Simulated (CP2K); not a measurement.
Consider nitrate at its PBE geometry (Å).

```xyz
4

O     1.1342   -0.5865   -0.0921
N     0.0016   -0.0027    0.0001
O    -0.0601    1.2713    0.0001
O    -1.0757   -0.6822    0.0919
```

Method: CP2K XAS_TDP, all-electron GAPW, PBEh(45%), aug-cc-pVTZ, TDA, GW2X-corrected core level, no relativity.

**Question.** Where do the N K-edge lines lie, and how strong are they?

Leading lines: N2 403.29 eV. The leading line of an atom is its first one with 35 % of the strongest within 2.5 eV of its lowest line over the strength cut. Core ionisation energies at this level: N2 405.78 eV.

The first six lines of each atom with a strength over 0.0015:

| atom | energy (eV) | states | strength, one atom | above the computed threshold |
| --- | --- | --- | --- | --- |
| N2 (bonded to 3 O) | 403.29 | 1 | 0.0771 |  |
|  | 409.70 | 2 | 0.0052 | yes |
|  | 411.31 | 1 | 0.0199 | yes |
|  | 411.33 | 1 | 0.0191 | yes |
|  | 413.66 | 2 | 0.0604 | yes |
|  | 413.94 | 1 | 0.0346 | yes |

Lines are vertical, at one geometry, with no vibrational structure. GW2X ionisation energies and lines can be off by 1 to 2 eV either way, and a good line position may hide errors that cancel. These values hold no scalar relativity, about 0.2 eV for N 1s. Rydberg lines, and the discretised continuum above threshold, depend on the basis and the box. The ion (charge -1) is isolated, with no counter-ion or solvent. In an isolated anion many lines lie above the ionisation threshold and are held only by the finite basis.

[Banner, clock and machine lines of the logs are left out without a mark of their own.]

[Logs are printed without paths, hosts, clocks, repeated set-up lines and the standing remarks that a program may print on its own settings, such as how far it seeks lower states.]

[Hosts, paths, dates, database ids (printed as entryN), source tags and the programs' standing remarks are cut or masked in the printed files.]
